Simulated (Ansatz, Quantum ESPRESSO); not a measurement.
# Band edges of 2H-MoOSe, 1 layer under strain, part 2 of 2

Aim: band edges, gap and stiffness of 2H-MoOSe, 1 layer under biaxial strain.

Quantum ESPRESSO 7.5; plane-wave DFT, PBE, GBRV ultrasoft pseudopotentials; geometry by Ansatz 0.2.0 with PAW datasets.

So far: Starting point; Geometry from Ansatz.

## Step 3: The script

Under ESM bc1 levels count from the vacuum, or from the mean of the two vacuum levels where the sheet has a dipole, so band edges at unlike strains can be compared.

Level of this step: plane-wave DFT, PBE, GBRV ultrasoft pseudopotentials (Quantum ESPRESSO 7.5).

run.py reads:

```python
import json
import numpy as np
from ase import Atoms
from ase.calculators.espresso import Espresso, EspressoProfile

profile = EspressoProfile(command='mpirun -n 2 pw.x -nk 2', pseudo_dir='../pseudo')
pseudopotentials = {'Mo': 'mo_pbe_v1.uspp.F.UPF', 'O': 'o_pbe_v1.2.uspp.F.UPF', 'Se': 'se_pbe_v1.uspp.F.UPF'}
system = {'ecutwfc': 40, 'ecutrho': 200, 'occupations': 'smearing', 'smearing': 'fd', 'degauss': 0.002}


def calculator(name, kpts, **extra):
    data = dict(control=dict(tprnfor=True, verbosity='high', disk_io='none'),
                system=system | extra,
                electrons=dict(conv_thr=1e-09, mixing_beta=0.4, mixing_mode='plain',
                               electron_maxstep=100))
    return Espresso(profile=profile, directory=name, pseudopotentials=pseudopotentials, kpts=kpts, input_data=data)


def centre(atoms):
    z = atoms.positions[:, 2]
    atoms.positions[:, 2] -= (z.max() + z.min()) / 2  # ESM wants the slab about z = 0
    return atoms

sheet = Atoms(
    ['Se', 'Mo', 'O'],
    scaled_positions=[
        [0.3333333333, 0.6666666667, 0.4215998944],
        [0.0000000000, 0.0000000000, 0.5201215657],
        [0.3333333333, 0.6666666667, 0.5819503201]],
    cell=[
        [3.067958391577, 0.000000000000, 0.000000000000],
        [-1.533979195788, 2.656929904859, 0.000000000000],
        [0.000000000000, 0.000000000000, 17.966077008900]],
    pbc=True)

rows = []
for strain in [-0.03, -0.015, 0.0, 0.015, 0.03]:
    atoms = sheet.copy()
    atoms.set_cell(sheet.cell.array * [[1 + strain], [1 + strain], [1]], scale_atoms=True)
    atoms = centre(atoms)
    atoms.calc = calculator(f's{strain:+.3f}', (12, 12, 1), assume_isolated='esm', esm_bc='bc1', nbnd=17)
    energy = atoms.get_potential_energy()
    levels = np.array([atoms.calc.get_eigenvalues(kpt=i) for i in range(len(atoms.calc.get_ibz_k_points()))])
    top, bottom = levels[:, 12].max(), levels[:, 13].min()
    direct = (levels[:, 13] - levels[:, 12]).min()
    rows.append([strain, energy, top, bottom, direct])
    print(f'strain {strain:+.3f}: E = {energy:.5f} eV, valence top {top:.3f}, conduction bottom {bottom:.3f}, '
          f'gap {bottom - top:.3f}, least direct gap {direct:.3f} eV')

x, energy, top, bottom, direct = np.array(rows).T
area = np.linalg.norm(np.cross(*sheet.cell[:2]))
stiffness = np.polyfit(x, energy, 2)[0] / area * 16.0218  # C11 + C12, heights clamped
print(f'valence and conduction edges move by {np.polyfit(x, top, 1)[0]:.2f} and {np.polyfit(x, bottom, 1)[0]:.2f} eV per unit biaxial strain')
print(f'C11 + C12 with clamped heights: {stiffness:.1f} N/m')
json.dump(dict(rows=rows, stiffness=stiffness), open('result.json', 'w'))
```

Run with:

```bash
OMP_NUM_THREADS=1 python run.py
```

The program printed:

```text
strain -0.030: E = -2929.76950 eV, valence top -5.321, conduction bottom -4.189, gap 1.132, least direct gap 2.223 eV
strain -0.015: E = -2929.86014 eV, valence top -5.297, conduction bottom -4.343, gap 0.953, least direct gap 2.085 eV
strain +0.000: E = -2929.88804 eV, valence top -5.280, conduction bottom -4.489, gap 0.791, least direct gap 1.948 eV
strain +0.015: E = -2929.86042 eV, valence top -5.272, conduction bottom -4.628, gap 0.644, least direct gap 1.821 eV
strain +0.030: E = -2929.78395 eV, valence top -5.270, conduction bottom -4.758, gap 0.512, least direct gap 1.705 eV
valence and conduction edges move by 0.85 and -9.48 eV per unit biaxial strain
C11 + C12 with clamped heights: 243.2 N/m
```

The job ended after 3.2 min (2 MPI ranks of AMD EPYC 7R13 (Zen 3), shared host; peak memory 0.37 GiB; 6.3 min of CPU time).

The input that ASE wrote for the first run, and its log:

```
&CONTROL
   verbosity        = 'high'
   tprnfor          = .true.
   disk_io          = 'none'
   pseudo_dir       = '../pseudo'
/
&SYSTEM
   nbnd             = 17
   ecutwfc          = 40
   ecutrho          = 200
   occupations      = 'smearing'
   degauss          = 0.002
   smearing         = 'fd'
   assume_isolated  = 'esm'
   esm_bc           = 'bc1'
   ntyp             = 3
   nat              = 3
   ibrav            = 0
/
&ELECTRONS
   electron_maxstep = 100
   conv_thr         = 1e-09
   mixing_mode      = 'plain'
   mixing_beta      = 0.4
/
&IONS
/
&CELL
/
&FCP
/
&RISM
/
ATOMIC_SPECIES
Se 78.971 se_pbe_v1.uspp.F.UPF
Mo 95.95 mo_pbe_v1.uspp.F.UPF
O 15.999 o_pbe_v1.2.uspp.F.UPF

K_POINTS automatic
12 12 1  0 0 0

CELL_PARAMETERS angstrom
2.97591963982969 0.00000000000000 0.00000000000000
-1.48795981991436 2.57722200771323 0.00000000000000
0.00000000000000 0.00000000000000 17.96607700890000

ATOMIC_POSITIONS angstrom
Se -0.0000000001 1.7181480052 -1.4404340483  
Mo 0.0000000000 0.0000000000 0.3296138854  
O -0.0000000001 1.7181480052 1.4404340483
```

```text
Program PWSCF v.7.5 starts
[citation notice left out]

     Parallel version (MPI & OpenMP), running on       2 processor cores
     Number of MPI processes:                 2
     Threads/MPI process:                     1

     MPI processes distributed on     1 nodes
[... 1 line left out ...]

Warning: card &CELL ignored
Warning: card &FCP ignored
Warning: card &RISM ignored

     Current dimensions of program PWSCF are:
     Max number of different atomic species (ntypx) = 10
     Max number of k-points (npk) =  40000
     Max angular momentum in pseudopotentials (lmaxx) =  4
     Message from routine setup:
     using ibrav=0 with symmetry is DISCOURAGED, use correct ibrav instead

     K-points division:     npool     =       2
     Subspace diagonalization in iterative solution of the eigenvalue problem:
     a serial algorithm will be used

     G-vector sticks info
     --------------------
     sticks:   dense  smooth     PW     G-vecs:    dense   smooth      PW
     Sum         433     349    109                44445    31805    5549

     Using Slab Decomposition

     bravais-lattice index     =            0
     lattice parameter (alat)  =       5.6237  a.u.
     unit-cell volume          =     929.8714 (a.u.)^3
     number of atoms/cell      =            3
     number of atomic types    =            3
     number of electrons       =        26.00
     number of Kohn-Sham states=           17
     kinetic-energy cutoff     =      40.0000  Ry
     charge density cutoff     =     200.0000  Ry
     scf convergence threshold =      1.0E-09
     mixing beta               =       0.4000
     number of iterations used =            8  plain     mixing
     Exchange-correlation= SLA  PW   PBE  PBE
                           (   1   4   3   4   0   0   0)

     Effective Screening Medium Method
     =================================
     Boundary Conditions: Vacuum-Slab-Vacuum
     total charge in unit cell        =   0.0000
     grid points for fit at edges     =        4

[... 10 lines left out ...]
     PseudoPot. # 1 for Se read from file:
     ../pseudo/se_pbe_v1.uspp.F.UPF
     Pseudo is Ultrasoft + core correction, Zval =  6.0
     Generated by new atomic code, or converted to UPF format
     Using radial grid of  877 points,  6 beta functions with:
                l(1) =   0
                l(2) =   0
                l(3) =   1
                l(4) =   1
                l(5) =   2
                l(6) =   2
     Q(r) pseudized with  8 coefficients,  rinner =    1.300   1.300   1.300
                                                       1.300   1.300

     PseudoPot. # 2 for Mo read from file:
     ../pseudo/mo_pbe_v1.uspp.F.UPF
     Pseudo is Ultrasoft + core correction, Zval = 14.0
     Generated by new atomic code, or converted to UPF format
     Using radial grid of  889 points,  6 beta functions with:
                l(1) =   0
                l(2) =   0
[... 500 lines left out ...]

          k = 0.0000 0.0000 0.0000 (  4005 PWs)   bands (ev):

   -67.1079 -41.3582 -40.8466 -40.8466 -24.3564 -21.0564 -12.1974 -10.4688
   -10.4688  -9.3064  -6.8222  -6.8222  -5.3212  -2.9900  -2.9900  -1.9049
    -1.9049

     occupation numbers
     1.0000   1.0000   1.0000   1.0000   1.0000   1.0000   1.0000   1.0000
     1.0000   1.0000   1.0000   1.0000   1.0000   0.0000   0.0000   0.0000
     0.0000

[... 144 lines left out ...]

     the Fermi energy is    -4.7978 ev

!    total energy              =    -215.33410551 Ry
     estimated scf accuracy    <          5.1E-10 Ry
     smearing contrib. (-TS)   =      -0.00000000 Ry
     internal energy E=F+TS    =    -215.33410551 Ry

     The total energy is F=E-TS. E is the sum of the following terms:
     one-electron contribution =     703.18531727 Ry
     hartree contribution      =    -355.15524120 Ry
     xc contribution           =     -56.49651475 Ry
     ewald contribution        =    -506.86766683 Ry

     convergence has been achieved in  23 iterations

     negative rho (up, down):  2.648E-03 0.000E+00

     Forces acting on atoms (cartesian axes, Ry/au):

     atom    1 type  1   force =     0.00000000   -0.00000000   -0.02426309
     atom    2 type  2   force =     0.00000000   -0.00000000   -0.00339922
     atom    3 type  3   force =     0.00000000    0.00000000    0.02791159
     The non-local contrib.  to forces
     atom    1 type  1   force =     0.00000000   -0.00000000    0.23082475
     atom    2 type  2   force =     0.00000000    0.00000000   -0.10791490
     atom    3 type  3   force =     0.00000000   -0.00000000   -1.18857093
     The ionic contribution  to forces
     atom    1 type  1   force =     0.00000000   -0.00000000  -53.71050492
     atom    2 type  2   force =    -0.00000000    0.00000000    4.76818097
     atom    3 type  3   force =     0.00000000   -0.00000000   48.94232395
     The local contribution  to forces
     atom    1 type  1   force =     0.00000000   -0.00000000   53.47722507
     atom    2 type  2   force =     0.00000000    0.00000000   -4.66711239
     atom    3 type  3   force =     0.00000001   -0.00000000  -47.73231975
     The core correction contribution to forces
     atom    1 type  1   force =    -0.00000000    0.00000000   -0.02181798
     atom    2 type  2   force =    -0.00000000    0.00000000    0.00340066
     atom    3 type  3   force =     0.00000000   -0.00000000    0.00644137
     The Hubbard contrib.    to forces
     atom    1 type  1   force =     0.00000000    0.00000000    0.00000000
     atom    2 type  2   force =     0.00000000    0.00000000    0.00000000
     atom    3 type  3   force =     0.00000000    0.00000000    0.00000000
     The SCF correction term to forces
     atom    1 type  1   force =     0.00000000   -0.00000000    0.00000999
     atom    2 type  2   force =     0.00000000    0.00000000    0.00004643
     atom    3 type  3   force =     0.00000000   -0.00000000    0.00003695

     Total force =     0.037139     Total SCF correction =     0.000060
     Message from routine punch:
     Nothing written, as per user request (disk_io='none')

[... 1 line left out ...]

[... 1 line left out ...]

[... 1 line left out ...]

[... 3 lines left out ...]

[... 1 line left out ...]

[... 2 lines left out ...]

[... 1 line left out ...]

[... 1 line left out ...]

=------------------------------------------------------------------------------=
   JOB DONE.
=------------------------------------------------------------------------------=
```

Numbers from this step:

```
biaxial stiffness : 243.2 N/m
```

Band edge from the vacuum level against biaxial strain:

| biaxial strain (%) | valence top (eV) | conduction bottom (eV) |
| --- | --- | --- |
| -3.00 | -5.32 | -4.19 |
| -1.50 | -5.30 | -4.34 |
| 0.00 | -5.28 | -4.49 |
| 1.50 | -5.27 | -4.63 |
| 3.00 | -5.27 | -4.76 |

Table of gap by biaxial strain:

| biaxial strain (%) | on the mesh (eV) | least direct (eV) |
| --- | --- | --- |
| -3.00 | 1.13 | 2.22 |
| -1.50 | 0.953 | 2.08 |
| 0.00 | 0.791 | 1.95 |
| 1.50 | 0.644 | 1.82 |
| 3.00 | 0.512 | 1.70 |

Table of energy over the lowest by biaxial strain:

| biaxial strain (%) | energy over the lowest (meV) |
| --- | --- |
| -3.00 | 119 |
| -1.50 | 27.9 |
| 0.00 | 0 |
| 1.50 | 27.6 |
| 3.00 | 104 |

## Step 4: The script: PBE, PseudoDojo norm-conserving

Level of this step: plane-wave DFT, PBE, PseudoDojo norm-conserving pseudopotentials (Quantum ESPRESSO 7.5).

run.py, as its differences from the input of step 3:

```diff
@@ -6,4 +6,4 @@
 profile = EspressoProfile(command='mpirun -n 2 pw.x -nk 2', pseudo_dir='../pseudo')
-pseudopotentials = {'Mo': 'mo_pbe_v1.uspp.F.UPF', 'O': 'o_pbe_v1.2.uspp.F.UPF', 'Se': 'se_pbe_v1.uspp.F.UPF'}
-system = {'ecutwfc': 40, 'ecutrho': 200, 'occupations': 'smearing', 'smearing': 'fd', 'degauss': 0.002}
+pseudopotentials = {'Mo': 'Mo.dojo-sr-pbe-0.4.1-standard.upf', 'O': 'O.dojo-sr-pbe-0.4.1-standard.upf', 'Se': 'Se.dojo-sr-pbe-0.4.1-standard.upf'}
+system = {'ecutwfc': 78, 'ecutrho': 312, 'occupations': 'smearing', 'smearing': 'fd', 'degauss': 0.002}
 
@@ -40,7 +40,7 @@
     atoms = centre(atoms)
-    atoms.calc = calculator(f's{strain:+.3f}', (12, 12, 1), assume_isolated='esm', esm_bc='bc1', nbnd=17)
+    atoms.calc = calculator(f's{strain:+.3f}', (12, 12, 1), assume_isolated='esm', esm_bc='bc1', nbnd=22)
     energy = atoms.get_potential_energy()
     levels = np.array([atoms.calc.get_eigenvalues(kpt=i) for i in range(len(atoms.calc.get_ibz_k_points()))])
-    top, bottom = levels[:, 12].max(), levels[:, 13].min()
-    direct = (levels[:, 13] - levels[:, 12]).min()
+    top, bottom = levels[:, 17].max(), levels[:, 18].min()
+    direct = (levels[:, 18] - levels[:, 17]).min()
     rows.append([strain, energy, top, bottom, direct])
```

Run with:

```bash
OMP_NUM_THREADS=1 python run.py
```

The program printed:

```text
strain -0.030: E = -5662.42756 eV, valence top -5.342, conduction bottom -4.211, gap 1.131, least direct gap 2.222 eV
strain -0.015: E = -5662.51969 eV, valence top -5.317, conduction bottom -4.364, gap 0.953, least direct gap 2.086 eV
strain +0.000: E = -5662.54888 eV, valence top -5.300, conduction bottom -4.509, gap 0.791, least direct gap 1.949 eV
strain +0.015: E = -5662.52247 eV, valence top -5.290, conduction bottom -4.646, gap 0.644, least direct gap 1.822 eV
strain +0.030: E = -5662.44706 eV, valence top -5.288, conduction bottom -4.776, gap 0.512, least direct gap 1.706 eV
valence and conduction edges move by 0.91 and -9.41 eV per unit biaxial strain
C11 + C12 with clamped heights: 243.8 N/m
```

The job ended after 9.6 min (2 MPI ranks; peak memory 0.38 GiB; 19 min of CPU time).

This step gave:

```
biaxial stiffness : 243.8 N/m
```

The band edge from the vacuum level by biaxial strain:

| biaxial strain (%) | valence top (eV) | conduction bottom (eV) |
| --- | --- | --- |
| -3.00 | -5.34 | -4.21 |
| -1.50 | -5.32 | -4.36 |
| 0.00 | -5.30 | -4.51 |
| 1.50 | -5.29 | -4.65 |
| 3.00 | -5.29 | -4.78 |

Gap against biaxial strain:

| biaxial strain (%) | on the mesh (eV) | least direct (eV) |
| --- | --- | --- |
| -3.00 | 1.13 | 2.22 |
| -1.50 | 0.953 | 2.09 |
| 0.00 | 0.791 | 1.95 |
| 1.50 | 0.644 | 1.82 |
| 3.00 | 0.512 | 1.71 |

The energy over the lowest by biaxial strain:

| biaxial strain (%) | energy over the lowest (meV) |
| --- | --- |
| -3.00 | 121 |
| -1.50 | 29.2 |
| 0.00 | 0 |
| 1.50 | 26.4 |
| 3.00 | 102 |

## Step 5: The arithmetic

Under equal strain ε in the plane, E = A (C11 + C12) ε². From the points at ±1.5 %: d²E/dε² = (27.90 + 27.62 − 2 × 0.00) meV / 0.015² = 247 eV, and 247/(2 × 8.151 Å²) × 16.02 = 242 N/m.

## Step 6: Outcome

| Item | Value |
| --- | --- |
| C11 + C12, heights clamped, PBE, GBRV ultrasoft | 243 N/m |
| gap on the mesh at zero strain, PBE, GBRV ultrasoft | 0.79 eV |
| valence top below the mean of the two vacuum levels at zero strain, PBE, GBRV ultrasoft | 5.28 eV |
| shift of the valence top per unit biaxial strain, PBE, GBRV ultrasoft | 0.8 eV |
| shift of the conduction bottom per unit biaxial strain, PBE, GBRV ultrasoft | -9.5 eV |
| C11 + C12, heights clamped, PBE, PseudoDojo norm-conserving | 244 N/m |
| gap on the mesh at zero strain, PBE, PseudoDojo norm-conserving | 0.79 eV |
| valence top below the mean of the two vacuum levels at zero strain, PBE, PseudoDojo norm-conserving | 5.30 eV |
| shift of the valence top per unit biaxial strain, PBE, PseudoDojo norm-conserving | 0.9 eV |
| shift of the conduction bottom per unit biaxial strain, PBE, PseudoDojo norm-conserving | -9.4 eV |

The sheet's biaxial stiffness comes to 243 N/m and its gap at zero strain to 0.79 eV (PBE, GBRV ultrasoft). From −3 % to +3 % the gap on the mesh goes from 1.13 to 0.51 eV; it is indirect at every strain. Heights are clamped under strain, which makes a sheet with several atomic planes too stiff. Semilocal gaps are too small. The sheet carries a dipole, so the two faces have unlike vacuum levels and the zero lies between them. Spin-orbit coupling is left out; depending on the atoms that carry the levels of interest, it can split and shift them by tens to hundreds of meV.

[Logs are printed without paths, hosts, clocks, repeated set-up lines and the standing remarks that a program may print on its own settings, such as how far it seeks lower states.]

[Hosts, paths, dates, database ids (printed as entryN), source tags and the programs' standing remarks are cut or masked in the printed files.]

[Maps of the electrostatic potential energy from Ansatz leave out the sawtooth potential of an applied field or a dipole correction, so their vacuum need not be flat; planar profiles and work functions include it.]
